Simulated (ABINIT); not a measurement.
# CsH (Pm-3m): G0W0 in ABINIT against the wavefunction cutoff in GW, part 2 of 2

How does the gap of CsH (Pm-3m) converge in the wavefunction cutoff in GW?

ABINIT 10.8.3; LDA and many-body steps on it, plane waves. Known limits of the many-body steps: not at the basis limit; no spin-orbit coupling; coarse k mesh.

So far. Step 2 (Screening, 4×4×4 mesh, 27 bands, screening to 106.1 eV): Local fields lower ε∞ by 12 %. On a Γ-centred mesh this coarse the value itself is usually too large, while a short band sum pulls it down. Step 5 (15.5 Ha): The gap on the mesh goes from 2.30 eV to 4.24 eV, a correction of +1.94 eV.

### 6. Screening, 4×4×4 mesh, 27 bands, screening to 106.1 eV

This step: RPA screening on LDA, plane waves, norm-conserving pseudopotentials.

File run.abi:

```
acell 3*1.0 Angstrom
rprim 
  3.818408540000 0.000000000000 0.000000000000
  0.000000000000 3.818408540000 0.000000000000
  0.000000000000 0.000000000000 3.818408540000
ntypat 2
znucl 55 1
natom 2
typat 1 2
xred 
  0.000000000000 0.000000000000 0.000000000000
  0.500000000000 0.500000000000 0.500000000000
pp_dirpath "pseudos"
pseudos "Cs.upf, H.upf"
ecut 31
ngkpt 4 4 4
nshiftk 1
shiftk 0 0 0
kptopt 1
chksymbreak 0
istwfk *1
occopt 1
irdwfk 1
optdriver 3
nband 27
ecuteps 3.9
inclvkb 2
awtr 1
symchi 1
ecutwfn 23.2
indata_prefix "in"
outdata_prefix "out"
tmpdata_prefix "tmp"
```

The run is started by

```sh
$ OMP_NUM_THREADS=1 mpirun -n 4 abinit run.abi > log
```

Output:

```text
.Version 10.8.3 of ABINIT. v10.8.2 released Aug 2026.

 Symmetries : space group Pm -3 m (#221); Bravais cP (primitive cubic)
[... echo of the input left out ...]
== DATASET  1 ==================================================================
-   mpi_nproc: 4, omp_nthreads: 1 (-1 if OMP is not activated)

--- !DatasetInfo
iteration_state: {dtset: 1, }
dimensions: {natom: 2, nkpt: 10, mband: 27, nsppol: 1, nspinor: 1, nspden: 1, mpw: 2022, }
cutoff_energies: {ecut:  23.2, pawecutdg:  -1.0, }
[...]
--------------------------------------------------------------------------------
[... chi0 elements left out ...]
 For q-point:  0.000010 0.000020 0.000030
  dielectric constant =   3.8238
  dielectric constant without local fields =   4.3473

  Average fulfillment of the sum rule on Im[epsilon] for q-point    1 :     51.74  [%]
[... wings left out ...]
  q-point number  2        q = ( 0.250000, 0.000000, 0.000000) [r.l.u.]
--------------------------------------------------------------------------------
[... chi0 elements left out ...]
  Average fulfillment of the sum rule on Im[epsilon] for q-point    2 :     87.04  [%]

 [... 8 further q-points ...]
```

Elapsed: 3.7 s, on 4 MPI ranks of Arm Neoverse V2, shared host; peak memory 0.4 GiB; 15 s of CPU time.

Numbers from this step:

```yaml
eps_infinity_with_local_fields_on_this_mesh_along_the_program_s_q_direction: 3.824
the_same_without_local_fields: 4.347
plasma_frequency: 15.74 eV
plane_waves_in_the_screening_matrix: 147
```

### 7. 23.2 Ha

This step: G0W0 on LDA, plane waves, norm-conserving pseudopotentials.

run.abi: that of step 6 with these lines changed.

```diff
@@ -23,8 +23,19 @@
 irdwfk 1
-optdriver 3
+optdriver 4
 nband 27
+gwcalctyp 0
+ecutsigx 23.2
+symsigma 1
+nkptgw 3
+kptgw 
+  0.5000000000 0.5000000000 0.5000000000
+  0.5000000000 0.0000000000 0.0000000000
+  0.0000000000 0.0000000000 0.0000000000
+bdgw 
+  2 8
+  3 7
+  2 7
 ecuteps 3.9
-inclvkb 2
-awtr 1
-symchi 1
+irdscr 1
+ppmodel 1
 ecutwfn 23.2
```

Output:

```text
.Version 10.8.3 of ABINIT. v10.8.2 released Aug 2026.

 Symmetries : space group Pm -3 m (#221); Bravais cP (primitive cubic)
[... echo of the input left out ...]
== DATASET  1 ==================================================================
-   mpi_nproc: 4, omp_nthreads: 1 (-1 if OMP is not activated)

--- !DatasetInfo
iteration_state: {dtset: 1, }
dimensions: {natom: 2, nkpt: 10, mband: 27, nsppol: 1, nspinor: 1, nspden: 1, mpw: 2022, }
cutoff_energies: {ecut:  23.2, pawecutdg:  -1.0, }
[...]
Band     E0 <VxcDFT>   SigX SigC(E0)      Z dSigC/dE  Sig(E)    E-E0       E
[...]
6   5.759  -8.498  -3.789  -3.040   0.824  -0.214  -7.123   1.375   7.133
        7   5.759  -8.498  -3.789  -3.040   0.824  -0.214  -7.123   1.375   7.133

== END DATASET(S) ==============================================================
================================================================================

 -outvars: echo values of variables after computation  --------
           etotal      0.0000000000E+00
            nband          27
             nkpt          10
          spgroup         221
 [... the other variables as echoed above ...]

 Calculation completed.
```

It took 3.5 s on 4 MPI ranks; peak memory 0.43 GiB.

This step gave:

| Property | Result |
| --- | --- |
| G0W0 gap on the points computed | 4.237 eV |
| starting gap on the mesh | 2.297 eV |
| k of the valence top | 0.5, 0.5, 0.5 |
| k of the conduction bottom | 0.5, 0, 0 |
| least direct G0W0 gap on the computed points | 4.37 eV |

Against the run before, the gap moves by −0.002 eV.

### 8. Screening, 4×4×4 mesh, 27 bands, screening to 106.1 eV

This step: RPA screening on LDA, plane waves, norm-conserving pseudopotentials.

run.abi: that of step 7 with these lines changed.

```diff
@@ -23,20 +23,8 @@
 irdwfk 1
-optdriver 4
+optdriver 3
 nband 27
-gwcalctyp 0
-ecutsigx 23.2
-symsigma 1
-nkptgw 3
-kptgw 
-  0.5000000000 0.5000000000 0.5000000000
-  0.5000000000 0.0000000000 0.0000000000
-  0.0000000000 0.0000000000 0.0000000000
-bdgw 
-  2 8
-  3 7
-  2 7
 ecuteps 3.9
-irdscr 1
-ppmodel 1
-ecutwfn 23.2
+inclvkb 2
+awtr 1
+symchi 1
 indata_prefix "in"
```

Output:

```text
.Version 10.8.3 of ABINIT. v10.8.2 released Aug 2026.

 Symmetries : space group Pm -3 m (#221); Bravais cP (primitive cubic)
[... echo of the input left out ...]
== DATASET  1 ==================================================================
-   mpi_nproc: 4, omp_nthreads: 1 (-1 if OMP is not activated)

--- !DatasetInfo
iteration_state: {dtset: 1, }
dimensions: {natom: 2, nkpt: 10, mband: 27, nsppol: 1, nspinor: 1, nspden: 1, mpw: 3136, }
cutoff_energies: {ecut:  31.0, pawecutdg:  -1.0, }
[...]
--------------------------------------------------------------------------------
[... chi0 elements left out ...]
 For q-point:  0.000010 0.000020 0.000030
  dielectric constant =   3.8240
  dielectric constant without local fields =   4.3476

  Average fulfillment of the sum rule on Im[epsilon] for q-point    1 :     51.74  [%]
[... wings left out ...]
  q-point number  2        q = ( 0.250000, 0.000000, 0.000000) [r.l.u.]
--------------------------------------------------------------------------------
[... chi0 elements left out ...]
  Average fulfillment of the sum rule on Im[epsilon] for q-point    2 :     87.04  [%]

 [... 8 further q-points ...]
```

Run time: 3.6 s. Hardware: 4 MPI ranks; peak memory 0.46 GiB; 14 s of CPU time.

Numbers from this step:

```yaml
eps_infinity_with_local_fields_on_this_mesh_along_the_program_s_q_direction: 3.824
the_same_without_local_fields: 4.348
plasma_frequency: 15.74 eV
plane_waves_in_the_screening_matrix: 147
```

### 9. 31 Ha

This step: G0W0 on LDA, plane waves, norm-conserving pseudopotentials.

run.abi: that of step 8 with these lines changed.

```diff
@@ -23,8 +23,19 @@
 irdwfk 1
-optdriver 3
+optdriver 4
 nband 27
+gwcalctyp 0
+ecutsigx 31
+symsigma 1
+nkptgw 3
+kptgw 
+  0.5000000000 0.5000000000 0.5000000000
+  0.5000000000 0.0000000000 0.0000000000
+  0.0000000000 0.0000000000 0.0000000000
+bdgw 
+  2 8
+  3 7
+  2 7
 ecuteps 3.9
-inclvkb 2
-awtr 1
-symchi 1
+irdscr 1
+ppmodel 1
 indata_prefix "in"
```

Output:

```text
.Version 10.8.3 of ABINIT. v10.8.2 released Aug 2026.

 Symmetries : space group Pm -3 m (#221); Bravais cP (primitive cubic)
[... echo of the input left out ...]
== DATASET  1 ==================================================================
-   mpi_nproc: 4, omp_nthreads: 1 (-1 if OMP is not activated)

--- !DatasetInfo
iteration_state: {dtset: 1, }
dimensions: {natom: 2, nkpt: 10, mband: 27, nsppol: 1, nspinor: 1, nspden: 1, mpw: 3136, }
cutoff_energies: {ecut:  31.0, pawecutdg:  -1.0, }
[...]
Band     E0 <VxcDFT>   SigX SigC(E0)      Z dSigC/dE  Sig(E)    E-E0       E
[...]
6   5.759  -8.498  -3.789  -3.040   0.824  -0.214  -7.123   1.375   7.133
        7   5.759  -8.498  -3.789  -3.040   0.824  -0.214  -7.123   1.375   7.133

== END DATASET(S) ==============================================================
================================================================================

 -outvars: echo values of variables after computation  --------
           etotal      0.0000000000E+00
            nband          27
             nkpt          10
          spgroup         221
 [... the other variables as echoed above ...]

 Calculation completed.
```

The job ended after 3.7 s (4 MPI ranks; peak memory 0.58 GiB).

This step gave:

* G0W0 gap on the points computed: 4.237 eV
* starting gap on the mesh: 2.297 eV
* k of the valence top: 0.5, 0.5, 0.5
* k of the conduction bottom: 0.5, 0, 0
* least direct G0W0 gap on the computed points: 4.37 eV

Against the run before, the gap moves by +0.000 eV.

### 10. Side by side

Times are wall times on 4 MPI ranks of Arm Neoverse V2, shared host, good to a factor of about two. A run's time includes the screening step that it read.

```csv
run,mesh,bands,screening cutoff (eV),DFT gap (eV),gap on the mesh (eV),direct (eV),ε∞ used,time
9.3 Ha,4×4×4,27,106.1,2.297,4.242,4.372,3.83,6 s
15.5 Ha,4×4×4,27,106.1,2.297,4.239,4.371,3.82,5.9 s
23.2 Ha,4×4×4,27,106.1,2.297,4.237,4.370,3.82,7.2 s
31 Ha,4×4×4,27,106.1,2.297,4.237,4.370,3.82,7.4 s
```

### 11. Outcome

```
9.3 Ha       : 4.242 eV
15.5 Ha      : 4.239 eV
23.2 Ha      : 4.237 eV
31 Ha        : 4.237 eV
known limits : not at the basis limit; no spin-orbit coupling; coarse k mesh
```

**Reading.** The setting moved: wavefunction cutoff in GW. From 9.3 Ha to 31 Ha the gap moves by −0.005 eV. It holds to 0.03 eV from 9.3 Ha on. Bands and screening cutoff are coupled, so a series along one setting does not show full convergence. The exchange cutoff follows the wavefunction cutoff here. Bands and cutoff are finite, so the gap is not at the basis limit. The miss can reach some tenths of an eV and take either sign; the mesh is an error of its own. In the G0W0 runs levels were corrected at 3 k points alone, so a gap called «on the mesh» is the least over those, and an edge elsewhere would be missed. The 4×4×4 mesh is coarse for this cell, which bears on the long-range parts of exchange and screening. The many-body steps are scalar-relativistic: spin-orbit coupling is not in them.

[Paths, hosts, dates, memory and timing lines, banners, echoed tables and standing remarks are left out of the program output.]

[Logs are printed without paths, hosts, clocks, repeated set-up lines and the standing remarks that a program may print on its own settings, such as how far it seeks lower states.]

[Runs of the session that timed out or met a known fault of the program may be left out.]

[Hosts, paths, dates, database ids (printed as entryN), source tags and the programs' standing remarks are cut or masked in the printed files.]

[G0W0 gaps are taken among the corrected bands and points alone; a level outside them can change the order at an edge.]

[Where Ansatz stands beside ABINIT at settings called matched, ABINIT's density can come from a denser mesh and the files from another edition; pairs whose starting gaps differed by over 0.03 eV were left out, so agreement reads better than it is.]
